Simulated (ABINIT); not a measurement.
# A GW chain in ABINIT: H4C (I-43m), part 3 of 3

How does a plane-wave GW calculation on H4C (I-43m) run from the first input to the gap?

ABINIT 10.8.3; LDA and many-body steps on it, plane waves. Known limits of the many-body steps: not at the basis limit.

So far. Step 4 (Empty states on the mesh, 4×4×4 mesh, 33 bands): On this mesh the gap is 7.292 eV. Step 5 (Screening, 4×4×4 mesh, 29 bands, screening to 87.1 eV): Local fields lower ε∞ by 11 %.

### 6. Self-energy, 4×4×4 mesh, 29 bands, screening to 87.1 eV

The self-energy is evaluated for the states that the input lists, and the levels follow from it, in one-shot runs by the linearised quasiparticle equation.

This step: G0W0 on LDA, plane waves, norm-conserving pseudopotentials.

File run.abi:

```
acell 3*1.0 Angstrom
rprim 
  -2.478924680900 2.478924680900 2.478924680900
  2.478924680900 -2.478924680900 2.478924680900
  2.478924680900 2.478924680900 -2.478924680900
ntypat 2
znucl 1 6
natom 5
typat 1 1 1 1 2
xred 
  0.000000000000 0.000000000000 0.746312870000
  0.746312870000 0.000000000000 0.000000000000
  0.000000000000 0.746312870000 0.000000000000
  0.253687130000 0.253687130000 0.253687130000
  0.000000000000 0.000000000000 0.000000000000
pp_dirpath "pseudos"
pseudos "H.upf, C.upf"
ecut 37
ngkpt 4 4 4
nshiftk 1
shiftk 0 0 0
kptopt 1
chksymbreak 0
istwfk *1
occopt 1
irdwfk 1
optdriver 4
nband 29
gwcalctyp 0
ecutsigx 37
symsigma 1
nkptgw 1
kptgw 
  0.0000000000 0.0000000000 0.0000000000
bdgw 
  2 8
ecuteps 3.2
irdscr 1
ppmodel 1
indata_prefix "in"
outdata_prefix "out"
tmpdata_prefix "tmp"
```

Started as:

```
OMP_NUM_THREADS=1 mpirun -n 4 abinit run.abi > log
```

Numbers of over 12 decimals in the logs are rounded to 6 here.

The log of the run:

```text
.Version 10.8.3 of ABINIT. v10.8.2 released Aug 2026.

 Symmetries : space group I-4 3 m (#217); Bravais cI (body-center cubic)
[... echo of the input left out ...]
== DATASET  1 ==================================================================
-   mpi_nproc: 4, omp_nthreads: 1 (-1 if OMP is not activated)

--- !DatasetInfo
iteration_state: {dtset: 1, }
dimensions: {natom: 5, nkpt: 8, mband: 29, nsppol: 1, nspinor: 1, nspden: 1, mpw: 4434, }
cutoff_energies: {ecut:  37.0, pawecutdg:  -1.0, }
electrons: {nelect:   8.00000000E+00, charge:   0.00000000E+00, occopt:   1.00000000E+00, tsmear:   1.00000000E-02, }

 SIGMA: Calculation of the GW corrections

 Based on a program developped by R.W. Godby, V. Olevano, G. Onida, and L. Reining.
 Incorporated in ABINIT by V. Olevano, G.-M. Rignanese, and M. Torrent.
.Using double precision arithmetic ; gwpc =  8

[... cell and pseudopotentials left out ...]
--------------------------------------------------------------------------------

 ==== K-mesh for the wavefunctions ====
 Number of points in the irreducible wedge :     8
[... list of points left out ...]
 Together with 24 symmetry operations and time-reversal symmetry
 yields    64 points in the full Brillouin Zone.

 ==== Q-mesh for screening function ====
 Number of points in the irreducible wedge :     8
[... list of points left out ...]
 Together with 24 symmetry operations and time-reversal symmetry
 yields    64 points in the full Brillouin Zone.

 vcoul_init : cutoff-mode = AUXILIARY_FUNCTION
 q-points for optical limit:   1
     1)      0.000010    0.000020    0.000030
 setmesh: FFT mesh size selected  =    40x   40x   40
          total number of points  =        64000

 Number of electrons calculated from density =    8.0000; Expected =    8.0000
 average of density, n =  0.019456
 r_s =    2.3065
 omega_plasma =   13.4548 [eV]

 === KS Band Gaps ===
  >>>> For spin  1
   Minimum direct gap =   7.2921 [eV], located at k-point      :   0.0000  0.0000  0.0000
   Fundamental gap    =   7.2921 [eV], Top of valence bands at :   0.0000  0.0000  0.0000
                                       Bottom of conduction at :   0.0000  0.0000  0.0000
 SIGMA fundamental parameters:
 PLASMON POLE MODEL  1
 number of plane-waves for SigmaX                 4417
 number of plane-waves for SigmaC and W            135
 number of plane-waves for wavefunctions          4417
 number of bands                                    29
 number of independent spin polarizations            1
 number of spinorial components                      1
 number of k-points in IBZ                           8
 number of q-points in IBZ                           8
 number of symmetry operations                      24
 number of k-points in BZ                           64
 number of q-points in BZ                           64
 number of frequencies for dSigma/dE                 9
 frequency step for dSigma/dE [eV]                0.25
 number of omega for Sigma on real axis              0
 max omega for Sigma on real axis  [eV]           0.00
 zcut for avoiding poles [eV]                     0.10

 EPSILON^-1 parameters (SCR file):
 dimension of the eps^-1 matrix on file            135
 dimension of the eps^-1 matrix used               135
 number of plane-waves for wavefunctions          4417
 number of bands                                    29
 number of q-points in IBZ                           8
 number of frequencies                               2
 number of real frequencies                          1
 number of imag frequencies                          1

 matrix elements of self-energy operator (all in [eV])

 Perturbative Calculation

--- !SelfEnergy_ee
iteration_state: {dtset: 1, }
kpoint     : [   0.000,    0.000,    0.000, ]
spin       : 1
KS_gap     :    7.292
QP_gap     :   11.598
Delta_QP_KS:    4.306
data: !SigmaeeData |
     Band     E0 <VxcDFT>   SigX SigC(E0)      Z dSigC/dE  Sig(E)    E-E0       E
        2  -6.945 -14.081 -19.228   2.209   0.845  -0.183 -16.564  -2.482  -9.427
        3  -6.945 -14.081 -19.228   2.209   0.845  -0.183 -16.564  -2.482  -9.427
        4  -6.945 -14.081 -19.228   2.209   0.845  -0.183 -16.564  -2.482  -9.427
        5   0.347  -6.506  -2.657  -1.821   0.899  -0.112  -4.682   1.824   2.171
        6   5.306  -8.475  -3.483  -1.928   0.891  -0.122  -5.745   2.729   8.035
        7   5.306  -8.475  -3.483  -1.928   0.891  -0.122  -5.745   2.729   8.035
        8   5.306  -8.475  -3.483  -1.928   0.891  -0.122  -5.745   2.729   8.035

== END DATASET(S) ==============================================================
================================================================================

 -outvars: echo values of variables after computation  --------
           etotal      0.0000000000E+00
            nband          29
             nkpt           8
          spgroup         217
 [... the other variables as echoed above ...]

 Calculation completed.
```

Elapsed: 2.5 s, on 4 MPI ranks of Arm Neoverse V1, shared host; peak memory 0.12 GiB.

Numbers from this step:

```
G0W0 gap on the points computed              : 11.60 eV
starting gap on the mesh                     : 7.292 eV
k of the valence top                         : 0, 0, 0
k of the conduction bottom                   : 0, 0, 0
Z at the valence top                         : 0.845
Z at the conduction bottom                   : 0.899
least direct G0W0 gap on the computed points : 11.60 eV
```

The gap on the mesh goes from 7.29 eV to 11.60 eV, a correction of +4.31 eV.

Limits: finite bands, cutoff and mesh. v1 is the top filled band, c1 the lowest empty one. Levels before and after the correction, in eV, zero at the valence-band top of each column:

```
           conduction bottom  valence top
Kohn-Sham               7.29         0.00
     G0W0              11.60         0.00
```

```
             level  energy (eV)
Kohn-Sham  Γ v3-v1        0.000
Kohn-Sham     Γ c1        7.292
Kohn-Sham  Γ c2-c4       12.251
     G0W0  Γ v3-v1        0.000
     G0W0     Γ c1       11.598
     G0W0  Γ c2-c4       17.462
```

### 7. Where the time went

Times are wall times on 4 MPI ranks of Arm Neoverse V1, shared host, good to a factor of about two.

```
                          step   time  share  memory (GiB)
                  ground state  7.1 s   24 %          0.38
bands along the symmetry lines  8.2 s   27 %          0.34
      empty states on the mesh  8.2 s   28 %          0.33
                     screening  3.7 s   13 %          0.46
                   self-energy  2.5 s    8 %          0.12
```

### 8. What came out

| Quantity | Value |
| --- | --- |
| LDA gap | 7.29 eV, direct |
| G0W0 gap on the mesh | 11.60 eV |
| GW settings | 4×4×4 mesh, 29 bands, screening to 87.1 eV, Godby-Needs plasmon pole |
| known limits | not at the basis limit |

In words: G0W0 moves the gap on the mesh from 7.29 eV to 11.60 eV (+4.31 eV), with Z of 0.84 and 0.90 at the edges. Local fields lower the RPA ε∞ on this mesh from 1.81 to 1.61. Only 1 of the mesh's irreducible points was corrected, so a valley elsewhere could overtake. Bands and cutoff are finite, so the gap is not at the basis limit. The miss can reach some tenths of an eV and take either sign; the mesh is an error of its own. In the G0W0 run levels were corrected at 1 k point alone, so a gap called «on the mesh» is the least over those, and an edge elsewhere would be missed.

[Paths, hosts, dates, memory and timing lines, banners, echoed tables and standing remarks are left out of the program output.]

[Logs are printed without paths, hosts, clocks, repeated set-up lines and the standing remarks that a program may print on its own settings, such as how far it seeks lower states.]

[Runs of the session that timed out or met a known fault of the program may be left out.]

[Hosts, paths, dates, database ids (printed as entryN), source tags and the programs' standing remarks are cut or masked in the printed files.]

[G0W0 gaps are taken among the corrected bands and points alone; a level outside them can change the order at an edge.]

[Where Ansatz stands beside ABINIT at settings called matched, ABINIT's density can come from a denser mesh and the files from another edition; pairs whose starting gaps differed by over 0.03 eV were left out, so agreement reads better than it is.]
